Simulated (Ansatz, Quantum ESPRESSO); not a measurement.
# vacuum gap of 6.0 Å between two Pt(111) faces: ballistic transmission, part 2 of 4

Aim: the zero-bias transmission with pwcond for this junction: vacuum gap of 6.0 Å between two Pt(111) faces.

Quantum ESPRESSO 7.5; plane-wave DFT, PBEsol, GBRV ultrasoft pseudopotentials; cross-check by Ansatz 0.2.0 with PAW datasets.

So far. Step 2 (SCF with pw.x): The run needed 15 iterations to bring the estimated error under 1e-07 Ry; the largest force on any atom, held or free, is 0.29 eV/Å.

### 3. Transmission with pwcond.x

Level of this step: transmission by pwcond, lead and junction from one cell; plane-wave DFT, PBEsol, GBRV ultrasoft pseudopotentials (Quantum ESPRESSO).

prefixt takes both regions from one run: the lead from 0 to bdl, the scattering region from bdl to bds (units of alat). ikind = 1 puts the same lead on both sides. The program's T_tot counts both spins in a run without spin; the tables below give T per spin.

Contents of cond.in:

```
&inputcond
  outdir = './out'
  prefixt = 'scf'
  tran_file = 'cond.dat'
  bdl = 2.4494897442
  bds = 16.0177923487
  ikind = 1
  ewind = 4.0
  epsproj = 1e-05
  nz1 = 7
  energy0 = 0.4
  denergy = -0.4
/
19
  0.00000000 0.00000000 0.00694444
  0.00000000 0.08333333 0.04166667
  0.00000000 0.16666667 0.04166667
  0.00000000 0.25000000 0.04166667
  0.00000000 0.33333333 0.04166667
  0.00000000 0.41666667 0.04166667
  0.00000000 0.50000000 0.02083333
  0.08333333 0.16666667 0.04166667
  0.08333333 0.25000000 0.08333333
  0.08333333 0.33333333 0.08333333
  0.08333333 0.41666667 0.08333333
  0.08333333 0.50000000 0.08333333
  0.16666667 0.33333333 0.04166667
  0.16666667 0.41666667 0.08333333
  0.16666667 0.50000000 0.08333333
  0.16666667 0.58333333 0.04166667
  0.25000000 0.50000000 0.04166667
  0.25000000 0.58333333 0.08333333
  0.33333333 0.66666667 0.01388889
3
```

The run is started by

```console
OMP_NUM_THREADS=1 mpirun -n 4 pwcond.x -in cond.in > cond.out
```

The log of the run:

```text
[banner, memory and clock lines left out]
Program PWCOND v.7.5 starts

          URL

     ./out/scf.save/

     IMPORTANT: XC functional enforced from input :
     Exchange-correlation= PBESOL
                           (   1   4  10   8   0   0   0)
     Any further DFT definition will be discarded
     Please, verify this is what you really want

     negative rho (up, down):  3.071E+00 0.000E+00
     Reading collected, re-writing distributed wavefunctions

===== INPUT FILE containing all the regions =====

     GEOMETRY:

     lattice parameter (alat)  =       5.3049  a.u.
     the volume                =    2070.8871 (a.u.)^3
     the cross section         =      24.3713 (a.u.)^2
     l of the unit cell        =      16.0178 (alat)
     number of atoms/cell      =           18
     number of atomic types    =            1

     crystal axes: (cart. coord. in units of alat)
               a(1) = (  1.0000  0.0000  0.0000 )
               a(2) = (  0.5000  0.8660  0.0000 )
               a(3) = (  0.0000  0.0000 16.0178 )

   Cartesian axes

     site n.     atom                  positions (alat units)
          1        Pt     tau(  1)=(  0.0000  0.0000 16.0178  )
          2        Pt     tau(  2)=(  0.5000  0.2887  0.8165  )
          3        Pt     tau(  3)=(  1.0000  0.5774  1.6330  )
          4        Pt     tau(  4)=(  0.0000  0.0000  2.4495  )
          5        Pt     tau(  5)=(  0.5000  0.2887  3.2660  )
          6        Pt     tau(  6)=(  1.0000  0.5774  4.0825  )
          7        Pt     tau(  7)=(  0.0000  0.0000  4.8990  )
          8        Pt     tau(  8)=(  0.5000  0.2887  5.7155  )
          9        Pt     tau(  9)=(  1.0000  0.5774  6.5320  )
         10        Pt     tau( 10)=(  0.0000  0.0000  8.6693  )
         11        Pt     tau( 11)=(  0.5000  0.2887  9.4858  )
         12        Pt     tau( 12)=(  1.0000  0.5774 10.3023  )
         13        Pt     tau( 13)=(  0.0000  0.0000 11.1188  )
         14        Pt     tau( 14)=(  0.5000  0.2887 11.9353  )
         15        Pt     tau( 15)=(  1.0000  0.5774 12.7518  )
         16        Pt     tau( 16)=(  0.0000  0.0000 13.5683  )
         17        Pt     tau( 17)=(  0.5000  0.2887 14.3848  )
         18        Pt     tau( 18)=(  1.0000  0.5774 15.2013  )

     nr1s                      =           24
     nr2s                      =           24
     nr3s                      =          360
     nr1sx                     =           24
     nr2sx                     =           24
     nr3sx                     =          360
     nr1                       =           24
     nr2                       =           24
     nr3                       =          384
     nr1x                      =           24
     nr2x                      =           24
     nr3x                      =          384

 _______________________________
  Radii of nonlocal spheres:

     type       ibeta     ang. mom.          radius (alat units)
       Pt         1         0                    0.4683
       Pt         2         0                    0.4683
       Pt         3         1                    0.4683
       Pt         4         1                    0.4683
       Pt         5         2                    0.4683
       Pt         6         2                    0.4683
----- General information -----

--- T calc. with identical leads (ikind=1) ---

     nrx                       =           24
     nry                       =           24
     nz1                       =            7

     energy0               =         4.0E-01
     denergy               =        -4.0E-01
     nenergy               =          3
     ecut2d                =         4.0E+01
     ewind                 =         4.0E+00
     epsproj               =         1.0E-05

     number of k_|| points=   19
                       cryst. coord.
        k(    1) = (   0.0000000   0.0000000), wk =   0.0069444
        k(    2) = (   0.0000000   0.0833333), wk =   0.0416667
        k(    3) = (   0.0000000   0.1666667), wk =   0.0416667
        k(    4) = (   0.0000000   0.2500000), wk =   0.0416667
        k(    5) = (   0.0000000   0.3333333), wk =   0.0416667
        k(    6) = (   0.0000000   0.4166667), wk =   0.0416667
        k(    7) = (   0.0000000   0.5000000), wk =   0.0208333
        k(    8) = (   0.0833333   0.1666667), wk =   0.0416667
        k(    9) = (   0.0833333   0.2500000), wk =   0.0833333
        k(   10) = (   0.0833333   0.3333333), wk =   0.0833333
        k(   11) = (   0.0833333   0.4166667), wk =   0.0833333
        k(   12) = (   0.0833333   0.5000000), wk =   0.0833333
        k(   13) = (   0.1666667   0.3333333), wk =   0.0416667
        k(   14) = (   0.1666667   0.4166667), wk =   0.0833333
        k(   15) = (   0.1666667   0.5000000), wk =   0.0833333
        k(   16) = (   0.1666667   0.5833333), wk =   0.0416667
        k(   17) = (   0.2500000   0.5000000), wk =   0.0416667
        k(   18) = (   0.2500000   0.5833333), wk =   0.0833333
        k(   19) = (   0.3333333   0.6666667), wk =   0.0138889
----- Information about left/right lead -----

     nocros                   =           18
     noins                    =           36
     norb                     =           72
     norbf                    =          288
     nrz                      =           55

      iorb      type   ibeta   ang. mom.   m       position (alat)
        1        1       1        0        1   taunew(   1)=(  0.0000  0.0000  0.0000)
        2        1       2        0        1   taunew(   2)=(  0.0000  0.0000  0.0000)
        3        1       3        1        1   taunew(   3)=(  0.0000  0.0000  0.0000)
        4        1       3        1        2   taunew(   4)=(  0.0000  0.0000  0.0000)
        5        1       3        1        3   taunew(   5)=(  0.0000  0.0000  0.0000)
        6        1       4        1        1   taunew(   6)=(  0.0000  0.0000  0.0000)
        7        1       4        1        2   taunew(   7)=(  0.0000  0.0000  0.0000)
        8        1       4        1        3   taunew(   8)=(  0.0000  0.0000  0.0000)
        9        1       5        2        1   taunew(   9)=(  0.0000  0.0000  0.0000)
       10        1       5        2        2   taunew(  10)=(  0.0000  0.0000  0.0000)
       11        1       5        2        3   taunew(  11)=(  0.0000  0.0000  0.0000)
       12        1       5        2        4   taunew(  12)=(  0.0000  0.0000  0.0000)
       13        1       5        2        5   taunew(  13)=(  0.0000  0.0000  0.0000)
       14        1       6        2        1   taunew(  14)=(  0.0000  0.0000  0.0000)
       15        1       6        2        2   taunew(  15)=(  0.0000  0.0000  0.0000)
[...]
244        1       5        2        2   taunew( 244)=(  0.5000  0.2887 11.9353)
      245        1       5        2        3   taunew( 245)=(  0.5000  0.2887 11.9353)
      246        1       5        2        4   taunew( 246)=(  0.5000  0.2887 11.9353)
      247        1       5        2        5   taunew( 247)=(  0.5000  0.2887 11.9353)
      248        1       6        2        1   taunew( 248)=(  0.5000  0.2887 11.9353)
      249        1       6        2        2   taunew( 249)=(  0.5000  0.2887 11.9353)
      250        1       6        2        3   taunew( 250)=(  0.5000  0.2887 11.9353)
      251        1       6        2        4   taunew( 251)=(  0.5000  0.2887 11.9353)
      252        1       6        2        5   taunew( 252)=(  0.5000  0.2887 11.9353)
      253        1       1        0        1   taunew( 253)=(  1.0000  0.5774 12.7518)
      254        1       2        0        1   taunew( 254)=(  1.0000  0.5774 12.7518)
      255        1       3        1        1   taunew( 255)=(  1.0000  0.5774 12.7518)
      256        1       3        1        2   taunew( 256)=(  1.0000  0.5774 12.7518)
      257        1       3        1        3   taunew( 257)=(  1.0000  0.5774 12.7518)
      258        1       4        1        1   taunew( 258)=(  1.0000  0.5774 12.7518)
      259        1       4        1        2   taunew( 259)=(  1.0000  0.5774 12.7518)
      260        1       4        1        3   taunew( 260)=(  1.0000  0.5774 12.7518)
      261        1       5        2        1   taunew( 261)=(  1.0000  0.5774 12.7518)
      262        1       5        2        2   taunew( 262)=(  1.0000  0.5774 12.7518)
      263        1       5        2        3   taunew( 263)=(  1.0000  0.5774 12.7518)
      264        1       5        2        4   taunew( 264)=(  1.0000  0.5774 12.7518)
      265        1       5        2        5   taunew( 265)=(  1.0000  0.5774 12.7518)
      266        1       6        2        1   taunew( 266)=(  1.0000  0.5774 12.7518)
      267        1       6        2        2   taunew( 267)=(  1.0000  0.5774 12.7518)
      268        1       6        2        3   taunew( 268)=(  1.0000  0.5774 12.7518)
      269        1       6        2        4   taunew( 269)=(  1.0000  0.5774 12.7518)
      270        1       6        2        5   taunew( 270)=(  1.0000  0.5774 12.7518)
      271        1       1        0        1   taunew( 271)=(  0.0000  0.0000 13.5683)
      272        1       2        0        1   taunew( 272)=(  0.0000  0.0000 13.5683)
      273        1       3        1        1   taunew( 273)=(  0.0000  0.0000 13.5683)
      274        1       3        1        2   taunew( 274)=(  0.0000  0.0000 13.5683)
      275        1       3        1        3   taunew( 275)=(  0.0000  0.0000 13.5683)
      276        1       4        1        1   taunew( 276)=(  0.0000  0.0000 13.5683)
      277        1       4        1        2   taunew( 277)=(  0.0000  0.0000 13.5683)
      278        1       4        1        3   taunew( 278)=(  0.0000  0.0000 13.5683)
      279        1       5        2        1   taunew( 279)=(  0.0000  0.0000 13.5683)
      280        1       5        2        2   taunew( 280)=(  0.0000  0.0000 13.5683)
      281        1       5        2        3   taunew( 281)=(  0.0000  0.0000 13.5683)
      282        1       5        2        4   taunew( 282)=(  0.0000  0.0000 13.5683)
      283        1       5        2        5   taunew( 283)=(  0.0000  0.0000 13.5683)
      284        1       6        2        1   taunew( 284)=(  0.0000  0.0000 13.5683)
      285        1       6        2        2   taunew( 285)=(  0.0000  0.0000 13.5683)
      286        1       6        2        3   taunew( 286)=(  0.0000  0.0000 13.5683)
      287        1       6        2        4   taunew( 287)=(  0.0000  0.0000 13.5683)
      288        1       6        2        5   taunew( 288)=(  0.0000  0.0000 13.5683)
 ngper, shell number =           85          11
 ngper, n2d =           85          80
---  E-Ef =    0.4000000  k =    0.0000000   0.0000000
---  ie =          1  ik =          1
 Nchannels of the left tip =            0
 Right moving states:
   k1(2pi/a)   k2(2pi/a)   E-Ef (eV)
 Left moving states:
   k1(2pi/a)   k2(2pi/a)   E-Ef (eV)

 to transmit
          E-Ef(ev), T =    0.4000000   0.0000000
---  E-Ef =    0.0000000  k =    0.0000000   0.0000000
---  ie =          2  ik =          1
 Nchannels of the left tip =            2
 Right moving states:
   k1(2pi/a)   k2(2pi/a)   E-Ef (eV)
   0.4254237   0.0000007   0.0000000
   0.4254237   0.0000007   0.0000000
 Left moving states:
   k1(2pi/a)   k2(2pi/a)   E-Ef (eV)
  -0.4254313   0.0000007   0.0000000
  -0.4254313   0.0000007   0.0000000

 to transmit
 Band j to band i transmissions and reflections:
    j         i     |T_ij|^2    |R_ij|^2

    1 -->     1     0.00000     0.00008
    1 -->     2     0.00000     0.99992
   Total T_j, R_j =    0.00000  1.00000

    2 -->     1     0.00000     0.99992
    2 -->     2     0.00000     0.00008
   Total T_j, R_j =    0.00000  1.00000

E-Ef(ev), T(x2 spins) =    0.0000000   0.0000012
---  E-Ef =   -0.4000000  k =    0.0000000   0.0000000
---  ie =          3  ik =          1
 Nchannels of the left tip =            2
 Right moving states:
   k1(2pi/a)   k2(2pi/a)   E-Ef (eV)
   0.1595199   0.0000006  -0.4000000
   0.1595199   0.0000006  -0.4000000
 Left moving states:
   k1(2pi/a)   k2(2pi/a)   E-Ef (eV)
  -0.1595228   0.0000006  -0.4000000
  -0.1595228   0.0000006  -0.4000000

 to transmit
 Band j to band i transmissions and reflections:
    j         i     |T_ij|^2    |R_ij|^2

    1 -->     1     0.00000     0.99632
    1 -->     2     0.00000     0.00368
   Total T_j, R_j =    0.00000  1.00000

    2 -->     1     0.00000     0.00368
    2 -->     2     0.00000     0.99632
   Total T_j, R_j =    0.00000  1.00000

E-Ef(ev), T(x2 spins) =   -0.4000000   0.0000001
 ngper, shell number =           81          45
 ngper, n2d =           81          80
[... further energies and points left out ...]
---  E-Ef =    0.4000000  k =    0.3333333   0.6666667
---  ie =          1  ik =         19
 Nchannels of the left tip =            0
 Right moving states:
   k1(2pi/a)   k2(2pi/a)   E-Ef (eV)
 Left moving states:
   k1(2pi/a)   k2(2pi/a)   E-Ef (eV)

 to transmit
          E-Ef(ev), T =    0.4000000   0.0000000
---  E-Ef =    0.0000000  k =    0.3333333   0.6666667
---  ie =          2  ik =         19
 Nchannels of the left tip =            0
 Right moving states:
   k1(2pi/a)   k2(2pi/a)   E-Ef (eV)
 Left moving states:
   k1(2pi/a)   k2(2pi/a)   E-Ef (eV)

 to transmit
          E-Ef(ev), T =    0.0000000   0.0000000
---  E-Ef =   -0.4000000  k =    0.3333333   0.6666667
---  ie =          3  ik =         19
 Nchannels of the left tip =            3
 Right moving states:
   k1(2pi/a)   k2(2pi/a)   E-Ef (eV)
   0.2192754  -0.0000016  -0.4000000
   0.2197555   0.0000005  -0.4000000
   0.2211990   0.0000005  -0.4000000
 Left moving states:
   k1(2pi/a)   k2(2pi/a)   E-Ef (eV)
  -0.2192755  -0.0000016  -0.4000000
  -0.2197552   0.0000005  -0.4000000
  -0.2211998   0.0000005  -0.4000000

 to transmit
 Band j to band i transmissions and reflections:
    j         i     |T_ij|^2    |R_ij|^2

    1 -->     1     0.00006     0.99823
    1 -->     2     0.00000     0.00170
    1 -->     3     0.00000     0.00001
   Total T_j, R_j =    0.00006  0.99994

    2 -->     1     0.00000     0.00170
    2 -->     2     0.00007     0.99818
    2 -->     3     0.00000     0.00005
   Total T_j, R_j =    0.00007  0.99993

    3 -->     1     0.00000     0.00001
    3 -->     2     0.00000     0.00005
    3 -->     3     0.00000     0.99994
   Total T_j, R_j =    0.00000  1.00000

E-Ef(ev), T(x2 spins) =   -0.4000000   0.0002640
   T_tot     0.40000      0.63882E-02
   T_tot     0.00000      0.58737E-02
   T_tot    -0.40000      0.78061E-02

Note: The following floating-point exceptions are signalling: IEEE_UNDERFLOW_FLAG
Note: The following floating-point exceptions are signalling: IEEE_UNDERFLOW_FLAG
Note: The following floating-point exceptions are signalling: IEEE_UNDERFLOW_FLAG
Note: The following floating-point exceptions are signalling: IEEE_UNDERFLOW_FLAG
```

It took 1.9 min on 4 MPI ranks of Arm Neoverse V2, shared host; peak memory 0.3 GiB.

This step gave:

- lead channels at the Fermi level, one spin: 1.868
- transmission at the Fermi level, one spin: 0.002937
- conductance: 0.002937 G₀

Per spin; mean over the k mesh across the current. The open channels, zone mean by energy, zero at the Fermi level:

| energy (eV) | open channels, zone mean |
| --- | --- |
| -0.400 | 1.72 |
| 0.000 | 1.87 |
| 0.400 | 1.02 |

Per spin; mean over the k mesh across the current. Transmission, zone mean against energy, zero at the Fermi level:

```
energy (eV)  transmission, zone mean
     -0.400                  0.00390
      0.000                  0.00294
      0.400                  0.00319
```

At 0.000 eV; k in fractions of b1, b2. Transmission by k point:

| k1 | k2 | weight | t | channels |
| --- | --- | --- | --- | --- |
| 0 | 0 | 0.006944 | 6.00e-7 | 2 |
| 0 | 0.08333 | 0.04167 | 0.02063 | 2 |
| 0 | 0.1667 | 0.04167 | 0.009692 | 2 |
| 0 | 0.25 | 0.04167 | 0.004763 | 2 |
| 0 | 0.3333 | 0.04167 | 0.001969 | 2 |
| 0 | 0.4167 | 0.04167 | 6.07e-4 | 4 |
| 0 | 0.5 | 0.02083 | 1.27e-4 | 1 |
| 0.08333 | 0.1667 | 0.04167 | 0.007751 | 1 |
| 0.08333 | 0.25 | 0.08333 | 0.00482 | 1 |
| 0.08333 | 0.3333 | 0.08333 | 0.003551 | 2 |
| 0.08333 | 0.4167 | 0.08333 | 5.68e-4 | 2 |
| 0.08333 | 0.5 | 0.08333 | 6.86e-4 | 2 |
| 0.1667 | 0.3333 | 0.04167 | 0.002295 | 1 |
| 0.1667 | 0.4167 | 0.08333 | 9.24e-4 | 2 |
| 0.1667 | 0.5 | 0.08333 | 5.05e-4 | 2 |
| 0.1667 | 0.5833 | 0.04167 | 1.43e-4 | 1 |
| 0.25 | 0.5 | 0.04167 | 4.14e-4 | 3 |
| 0.25 | 0.5833 | 0.08333 | 2.73e-5 | 2 |
| 0.3333 | 0.6667 | 0.01389 | 0 | 0 |

The program's own clock; routines nest. Time by routine:

```csv
routine,wall time (s),calls
PWCOND,113.8,1
scatter_forw,99.56,114
local,5.47,19
compbs,5.02,57
compbs_2,4.19,57
init,0.49,1
poten,0.06,1
```

The run is unpolarised; a magnetic state was not tried, may lie lower and would change T.

At no point does T exceed the number of channels.

(Continued in part 3 of 4.)

[Logs are printed without paths, hosts, clocks, repeated set-up lines and the standing remarks that a program may print on its own settings, such as how far it seeks lower states.]

[Hosts, paths, dates, database ids (printed as entryN), source tags and the programs' standing remarks are cut or masked in the printed files.]

[Maps of the electrostatic potential energy from Ansatz leave out the sawtooth potential of an applied field or a dipole correction, so their vacuum need not be flat; planar profiles and work functions include it.]
